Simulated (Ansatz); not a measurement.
The compound is TiBr2 (P-3m1).

The database entry behind the starting cell has ideal inner coordinates that were not refined, so it need not match the best structure at ambient conditions.

```cif
data_structure
_symmetry_space_group_name_H-M 'P 1'
_symmetry_Int_Tables_number 1
_cell_length_a 3.6290
_cell_length_b 3.6290
_cell_length_c 6.4920
_cell_angle_alpha 90.000
_cell_angle_beta 90.000
_cell_angle_gamma 120.000
_cell_volume 74.04
loop_
_atom_site_label
_atom_site_type_symbol
_atom_site_fract_x
_atom_site_fract_y
_atom_site_fract_z
_atom_site_occupancy
Ti1 Ti 0.00000 0.00000 0.00000 1
Br2 Br 0.33333 0.66667 0.25000 1
Br3 Br 0.66667 0.33333 0.75000 1
```

The cell and positions come from the Crystallography Open Database and are kept as given unless a step says otherwise. PAW set soft_2, made with PBE.

A constrained-RPA run (Ansatz 0.2.0; non-magnetic LDA; Ti t2g, bands v1 to c2, 6×6×4 mesh, medium accuracy) builds 3 functions on bands 2.0 eV wide, with 2.0 electrons in the window. The bare on-site interaction is 13.9 eV and the bare J 0.48 eV.

What U and J survive the screening?

On the Ti t2g shell, U = 3.31 eV (24 % of the bare value), U′ = 2.56 eV, J = 0.36 eV.

The parent state is non-magnetic and the interaction static (zero frequency); U depends on the window and the orbitals, so it belongs to this model alone.

[Paths, hosts, dates, memory and timing lines, banners, echoed tables and standing remarks are left out of the program output.]

[Logs are printed without paths, hosts, clocks, repeated set-up lines and the standing remarks that a program may print on its own settings, such as how far it seeks lower states.]

[Runs of the session that timed out or met a known fault of the program may be left out.]

[Hosts, paths, dates, database ids (printed as entryN), source tags and the programs' standing remarks are cut or masked in the printed files.]
